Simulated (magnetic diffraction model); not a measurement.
# Which magnetic order? TmSbO3

Space group R-3 (no. 148), a = 5.8640 Å, c = 14.6560 Å.

```
site  atom       x       y       z
  6c    Tm       0       0  0.1402
  6c    Sb     1/3     2/3  0.0230
 18f     O  0.7084  0.0876  0.0862
```

The compound is invented for this exercise: a known structure type with other elements, its cell scaled to their sizes and not relaxed.

Only Tm is taken to order (form factors of Tm3+); orders and moment sizes are assumed, and not adapted to the symmetry. Radiation: neutrons of λ = 2.0775 Å, 8° to 50°; isotropic B of 0.56 Å² (Tm), 0.5 Å² (Sb) and 0.95 Å² (O). Simulated constant-wavelength pattern: nuclear and magnetic terms add, the magnetic one as |2.695 fm × Σ f S⊥ exp(2πi Q·r) exp(−B s²)|², summed over all Q at one angle with the factor 1/(sin²θ cos θ). For collinear order S is the moment m, which repeats by lattice and centring translations R with the sign exp(−2πi k·R). Free-ion form factors, Sears's scattering lengths of 1992, no absorption; a label names one of the reflections at its angle. The strongest nuclear line in the range is 100, and lines under 0.2 are left out.

Above the ordering temperature:

```
2θ (°)    index      I
 24.55  (0 0 3)    2.0
 25.00  (1 0 1)    9.9
 28.82  (0 1 2)   48.9
 40.92  (1 0 4)   26.9
 41.50  (1 1 0)   17.3
 48.31  (0 1 5)    1.9
 48.81  (1 1 3)  100.0
 49.06  (0 2 1)    8.4
```

Below it (cell unchanged):

```tsv
2θ (°)	I
14.30	52.7
20.13	1.2
20.41	93.0
24.55	2.0
25.00	9.9
28.82	48.9
32.13	22.7
32.49	26.6
35.08	2.9
35.57	1.6
35.73	28.5
40.92	26.9
41.50	17.3
43.84	19.0
44.11	14.0
46.15	13.3
46.54	1.0
48.31	1.9
48.81	100.0
49.06	8.4
```

**Question.** Check that the new lines index with k = (1/2 1/2 0), then choose among these models:
A. collinear moments along [001], 4.6 μB on Tm; signs + at (0, 0, 0.1402), + at (2/3, 1/3, 0.1931)
B. collinear moments along [001], 4.6 μB on Tm; signs + at (0, 0, 0.1402), − at (2/3, 1/3, 0.1931)
C. collinear moments along [101], 4.6 μB on Tm; signs + at (0, 0, 0.1402), + at (2/3, 1/3, 0.1931)
D. collinear moments along [101], 4.6 μB on Tm; signs + at (0, 0, 0.1402), − at (2/3, 1/3, 0.1931)

The new lines index as (1/2 -1/2 1) at 14.30°, (-1/2 1/2 2) at 20.13°, (1/2 1/2 0) at 20.41° and (1/2 1/2 3) at 32.13°, that is as H ± k with k = (1/2 1/2 0), one of 3 inequivalent arms of its star (k and −k counted as one), which a powder can't tell apart. Half indices mean that the moments reverse under translations with k·R a half-integer, and the magnetic cell has twice the primitive volume.

Magnetic intensity, observed (below minus above) and for each model:

| 2θ (°) | index | observed | A | B | C | D |
| --- | --- | --- | --- | --- | --- | --- |
| 14.30 | (1/2 -1/2 1) | 52.7 | 77.4 | 52.7 | 42.5 | 28.9 |
| 20.13 | (-1/2 1/2 2) | 1.2 | 31.5 | 1.2 | 62.8 | 2.4 |
| 20.41 | (1/2 1/2 0) | 93.0 | <0.2 | 93.0 | <0.2 | 89.8 |
| 32.13 | (1/2 1/2 3) | 22.7 | 6.7 | 22.7 | 7.8 | 26.4 |
| 35.57 | (3/2 -1/2 2) | 1.6 | 43.6 | 1.6 | 31.7 | 1.2 |
| 35.73 | (3/2 -3/2 0) | 28.5 | <0.2 | 28.5 | <0.2 | 25.6 |
| 46.15 | (-1/2 3/2 4) | 13.3 | 2.2 | 13.3 | 3.4 | 20.7 |
| 46.54 | (1/2 3/2 2) | 1.0 | 26.8 | 1.0 | 28.0 | 1.1 |

Model B matches.

The structure used: k = (1/2 1/2 0), collinear moments along [001], 4.6 μB on Tm; signs + at (0, 0, 0.1402), − at (2/3, 1/3, 0.1931).

[Logs are printed without paths, hosts, clocks, repeated set-up lines and the standing remarks that a program may print on its own settings, such as how far it seeks lower states.]
